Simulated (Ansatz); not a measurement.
## Amorphous Si (169 atoms): geometry optimisation

Aim: bring amorphous Si (169 atoms) to a nearby minimum of the energy and see what moves.

Method: Kohn-Sham DFT, PBE, PAW (set soft_2), plane waves, in Ansatz 0.2.0.

**Experiments to compare with.** Si-Si coordination number quoted from the high-resolution X-ray diffraction study of Laaziri et al (as quoted in “Relationship between diffraction peak, network topology, and amorphous-forming ability in silicon and silica”, 2021, PMC8590056): number of Si about Si 3.9.

## (1) Set-up

The cell holds 169 atoms: 169 Si. Cell: a = 15.165 Å, b = 15.165 Å, c = 15.165 Å, α = 90.0°, β = 90.0°, γ = 90.0°. 169 atoms (169 Si) placed at random at 2.26 g/cm³, melted at 2500 K for 20 ps at fixed volume with the modified Tersoff potential (Kumagai, Izumi, Hara and Sakai, Comput. Mater. Sci. 39, 457 (2007)). Quenched from 2500 K to 300 K at 20 K/ps and fixed volume, held 5 ps. The starting density is a measured one.

Before any run, some limits are plain. The quench rate of 20 K/ps far exceeds what a furnace or splat quench reaches, so expect more defects and frozen-in strain than in a real sample. The starting topology of bonds comes from the classical model. Sampling is at Γ alone, for a cell whose shortest periodic width is 15 Å.

## (2) Single point at the start

The forces at the start show how far the geometry lies from a minimum of this functional.

input.yaml reads:

```yaml
crystal:
  lattice:
    - [15.1647, 0.0, 0.0]
    - [0.0, 15.1647, 0.0]
    - [0.0, 0.0, 15.1647]
  atoms:
    - { symbol: Si, position: [0.96138, 0.88831, 0.32436] }
    - { symbol: Si, position: [0.33305, 0.9789, 0.30183] }
    - { symbol: Si, position: [0.1684, 0.52752, 0.68744] }
    - { symbol: Si, position: [0.72457, 0.7981, 0.50002] }
    [... 159 atom lines left out ...]
    - { symbol: Si, position: [0.31906, 0.06837, 0.17823] }
    - { symbol: Si, position: [0.72675, 0.95651, 0.25735] }
    - { symbol: Si, position: [0.79449, 0.15841, 0.79393] }
    - { symbol: Si, position: [0.21191, 0.94321, 0.78073] }
    - { symbol: Si, position: [0.59947, 0.12857, 0.3612] }
    - { symbol: Si, position: [0.36995, 0.27006, 0.56282] }
kpoints:
  mp_grid: { grid: [1, 1, 1] }
hamiltonian:
  xc: pbe
scf:
  occupations: { method: gaussian, width: 0.025 }
output:
  forces: true
  stress: true
  populations: true
  dos:
    method: { smearing: { sigma: 0.1 } }
    de: 0.1
    projected: { site_lists: { Si: [Si] } }
  eigenvalues: true
```

Launch:

```console
$ ansatz run input.yaml --threads 4 --pin off --max-ram 8192MiB --backend cpu --events-out ev --progress --plain --runs-dir out
```

Elapsed: 93 s, on 4 threads of Arm Neoverse V1, shared host; peak memory 4.5 GiB; 6.1 min of CPU time.

Read from the output:

| Item | Value |
| --- | --- |
| free energy | -107401.6822 eV |
| free energy per atom | -635.5129 eV/atom |
| SCF cycles | 10 |
| pressure | 0.05908 GPa |
| r.m.s. force component | 0.4557 eV/Å |
| longest force | 1.576 eV/Å |
| Fermi energy | 6.111 eV |
| levels partly filled by over 2 per cent | 2 |
| spilling of the projection | 0.01182 |

The r.m.s. force component of 0.46 eV/Å and the pressure of 0.059 GPa set the starting point.

Neighbours are counted within 2.98 Å (Si-Si).

Length of the force by element and coordination:

| element | coordination | atoms | mean length of the force (eV/Å) | spread | least | most |
| --- | --- | --- | --- | --- | --- | --- |
| Si | all | 169 | 0.729 | 0.303 | 0.106 | 1.58 |
| Si | 3 | 1 | 1.16 | 0 | 1.16 | 1.16 |
| Si | 4 | 131 | 0.734 | 0.304 | 0.106 | 1.58 |
| Si | 5 | 31 | 0.703 | 0.307 | 0.215 | 1.30 |
| Si | 6 | 6 | 0.669 | 0.228 | 0.228 | 0.929 |

## (3) Relaxation

The atoms are relaxed in the fixed cell, aiming at the force tolerance of the input.

input.yaml, the sections that differ from step 2:

```yaml
output:
  forces: true
relax:
  f_tol: 0.05
  max_steps: 107
# crystal, kpoints, hamiltonian, scf: as in step 2
```

Run time: 5.3 min. Hardware: 4 threads; peak memory 4.4 GiB.

Step by step:

| step | energy less that of the first step (eV) | largest force component (eV/Å) |
| --- | --- | --- |
| 1 | 0.0000 | 1.5719 |
| 2 | -5.5272 | 0.6885 |
| 3 | -6.8290 | 0.4597 |
| 4 | -7.2496 | 0.2706 |
| 5 | -7.5070 | 0.4083 |
| 6 | -7.6569 | 0.1405 |
| 7 | -7.7088 | 0.1099 |
| 8 | -7.7348 | 0.0710 |
| 9 | -7.7442 | 0.0420 |

The atoms that moved most (Å):

```csv
atom,dx,dy,dz,length
Si64,-0.236,0.477,-0.281,0.602
Si158,-0.429,0.148,-0.335,0.564
Si106,0.117,0.364,-0.294,0.482
Si51,0.200,0.394,-0.185,0.479
Si43,0.358,0.256,0.182,0.476
Si67,0.020,-0.432,0.123,0.450
Si113,-0.101,-0.180,-0.392,0.443
Si142,0.280,0.326,-0.098,0.441
```

The relaxation changed the energy by -45.8 meV/atom, and atoms moved by 0.23 Å r.m.s., 0.60 Å at most.

## (4) Distances and neighbours after relaxation

Bonds before and after, by the cutoffs listed below:

| pair | bonds before | bonds after | mean before (Å) | mean after (Å) | spread before (Å) | spread after (Å) |
| --- | --- | --- | --- | --- | --- | --- |
| Si-Si | 347 | 342 | 2.405 | 2.395 | 0.087 | 0.064 |

Density 2.26 g/cm³, 20.64 Å³ an atom.

Pair distribution function in bins of 0.1 Å:

```csv
r (Å),total
2.15,0.00
2.25,0.11
2.35,7.50
2.45,3.39
2.55,0.45
2.65,0.14
2.75,0.03
2.85,0.12
2.95,0.11
3.05,0.10
3.15,0.23
3.25,0.32
3.35,0.62
3.45,0.88
3.55,1.14
3.65,1.68
3.75,1.89
3.85,2.03
3.95,1.76
4.05,1.67
4.15,1.14
4.25,1.18
4.35,0.85
4.45,0.79
4.55,0.80
4.65,0.81
4.75,0.64
4.85,0.67
4.95,0.71
5.05,0.88
5.15,0.95
5.25,0.78
5.35,0.90
5.45,1.05
5.55,1.24
5.65,1.19
5.75,1.32
5.85,1.15
5.95,1.02
6.05,1.16
6.15,0.87
6.25,0.88
6.35,0.81
6.45,0.84
```

Bonds by pair of elements; cutoffs follow the first minimum of g(r), held within bounds set by covalent radii, and pairs that aren't listed don't count as bonded:

```
pair A-B  cutoff (Å)  bonds  mean length (Å)  spread (Å)  shortest (Å)  B about A  A about B
   Si-Si        2.77    342             2.40       0.064          2.30       4.05       4.05
```

How many atoms have how many bonded neighbours:

| element | mean | 3 | 4 | 5 |
| --- | --- | --- | --- | --- |
| Si | 4.05 | 6 | 149 | 14 |

Bond angles (no mean is given where the spread exceeds 20°):

| angle | count | mean (°) | spread (°) |
| --- | --- | --- | --- |
| Si-Si-Si | 1052 | 109 | 14.3 |

Bond length by coordination (bonds to H left out):

```csv
element,coordination,atoms,mean bond length (Å)
Si,3,6,2.42
Si,4,149,2.38
Si,5,14,2.48
```

Rings of the network by King's shortest-path rule, up to 12 atoms, one path for each pair of neighbours; H, halogens, alkali and alkaline-earth atoms are left out, and the last column divides by all other atoms, bonded or not:

```
ring size (atoms)  rings  per network atom
                3      1             0.006
                4     14             0.083
                5     92             0.544
                6    113             0.669
                7     75             0.444
                8     20             0.118
```

The first maximum of g(r) stands at about 2.4 Å. With the cutoffs above, 88 % of Si atoms have 4 bonded neighbours. The Si-Si-Si angle averages 109° with a spread of 14°. Bonds at Si atoms with 3 neighbours average 2.42 Å, against 2.48 Å at those with 5. Rings of 6 atoms are the most common (36 % of those counted); sizes run from 3 to 8.

## (5) Single point at the relaxed geometry

One more single point at the end of the walk gives the fuller output and checks the residual forces.

input.yaml reads:

```yaml
crystal:
  lattice:
    - [15.1647, 0.0, 0.0]
    - [0.0, 15.1647, 0.0]
    - [0.0, 0.0, 15.1647]
  atoms:
    - { symbol: Si, position: [0.94754, 0.87154, 0.32777] }
    - { symbol: Si, position: [0.32483, 0.97113, 0.299] }
    - { symbol: Si, position: [0.16577, 0.51498, 0.67687] }
    - { symbol: Si, position: [0.72044, 0.79761, 0.48874] }
    [... 159 atom lines left out ...]
    - { symbol: Si, position: [0.33718, 0.07968, 0.18822] }
    - { symbol: Si, position: [0.72748, 0.94832, 0.26356] }
    - { symbol: Si, position: [0.79788, 0.16057, 0.799] }
    - { symbol: Si, position: [0.20613, 0.94063, 0.77463] }
    - { symbol: Si, position: [0.59274, 0.12309, 0.35759] }
    - { symbol: Si, position: [0.36946, 0.26921, 0.55643] }
kpoints:
  mp_grid: { grid: [1, 1, 1] }
hamiltonian:
  xc: pbe
scf:
  occupations: { method: gaussian, width: 0.025 }
output:
  forces: true
  stress: true
  populations: intrinsic
  dos:
    method: { smearing: { sigma: 0.1 } }
    de: 0.1
    projected: { site_lists: { Si: [Si] } }
  eigenvalues: true
  write_density: true
  write_potential: true
  volumetric_format: npy
  elf: true
```

The job ended after 1.7 min (4 threads; peak memory 4.5 GiB; 6.7 min of CPU time).

Read from the output:

* free energy: -107409.4264 eV
* free energy per atom: -635.5587 eV/atom
* SCF cycles: 10
* pressure: -0.09302 GPa
* r.m.s. force component: 0.00772 eV/Å
* longest force: 0.04573 eV/Å
* Fermi energy: 6.061 eV
* spacing of highest filled and lowest empty level: 0.0872 eV

Intrinsic-atomic-orbital charges by element and coordination:

```csv
element,coordination,atoms,mean charge (e),spread,least,most
Si,all,169,0,0.0322,-0.189,0.0901
Si,3,6,-0.076,0.0682,-0.189,0.0022
Si,4,149,0.0041,0.0261,-0.0661,0.0901
Si,5,14,-0.0115,0.0219,-0.0578,0.0213
```

Density of states as counts of states in windows of 1 eV (from the Fermi level), total and the larger projections:

```
from (eV)  to (eV)  total  Si p  Si s
      -13      -12    2.1   0.1   2.0
      -12      -11   29.2   7.2  21.8
      -11      -10   33.7  10.5  23.1
      -10       -9   58.8  20.2  38.3
       -9       -8   40.0  15.1  24.6
       -8       -7   47.9  20.4  27.1
       -7       -6   43.4  22.7  20.4
       -6       -5   48.7  31.3  17.0
       -5       -4   57.7  46.4  10.7
       -4       -3   80.9  72.0   8.1
       -3       -2   94.8  86.4   7.2
       -2       -1   96.5  89.0   5.7
       -1        0   42.8  36.9   4.5
        0        1   38.9  26.7   9.1
        1        2   83.6  53.3  19.1
        2        3   98.8  63.3  17.4
```

The levels nearest the highest filled one (over half full), pooled over k-points and spins:

```
level less the highest filled one (eV)  occupation
                                -0.279           2
                                -0.248           2
                                -0.215           2
                                -0.175           2
                               -0.0601           2
                                     0        1.99
                                0.0872       0.014
                                 0.146           0
                                 0.219           0
                                 0.232           0
                                 0.389           0
                                 0.419           0
```

Intrinsic-atomic-orbital charges run from -0.19 to +0.09 e. Within 0.4 eV of the Fermi level the largest share is Si p (82 % of the projected weight).

## (6) Results

```
energy change in the relaxation                  : -45.82 meV/atom
r.m.s. displacement                              : 0.228 Å
largest displacement                             : 0.602 Å
free energy per atom                             : -635.5587 eV/atom
pressure                                         : -0.09302 GPa
r.m.s. force component                           : 0.00772 eV/Å
spacing of highest filled and lowest empty level : 0.0872 eV
wall time of the 3 DFT runs                      : 8.6 min
```

Relaxation lowers the energy by 45.8 meV/atom and moves atoms by 0.23 Å r.m.s.; the r.m.s. force component goes from 0.46 to 0.0077 eV/Å, the pressure goes from 0.059 to -0.093 GPa. By the final cutoffs 8 of 347 bonded pairs parted and 3 joined. First to last step the energy falls by 7.744 eV; the largest move, 0.60 Å, is that of Si64. The Si-Si bonds go from 2.405 Å (spread 0.087) to 2.395 Å (spread 0.064), and their number from 347 to 342. With the cutoffs above, 88 % of Si atoms have 4 bonded neighbours. The highest filled and lowest empty levels lie only 0.087 eV apart (at Γ alone), which on so few k-points needn't be a gap.

Caveats: The starting topology of bonds comes from the classical model; in DFT 8 of its 347 bonded pairs passed out of the cutoffs and 3 came within them.

Against the measurements quoted at the start:

| quantity | measured | this cell | difference | method of the measurement |
| --- | --- | --- | --- | --- |
| number of Si about Si | 3.9 | 4.05 | +3.8 % | X-ray diffraction |

The cell differs from the measured neighbour counts by up to 3.8 %. The network comes from the model that made the cell; in DFT 8 of its 347 bonded pairs passed out of the cutoffs and 3 came within them. Our coordination numbers hang on a cutoff, and experiments count neighbours in their own ways.

[Logs are printed without paths, hosts, clocks, repeated set-up lines and the standing remarks that a program may print on its own settings, such as how far it seeks lower states.]

[Hosts, paths, dates, database ids (printed as entryN), source tags and the programs' standing remarks are cut or masked in the printed files.]
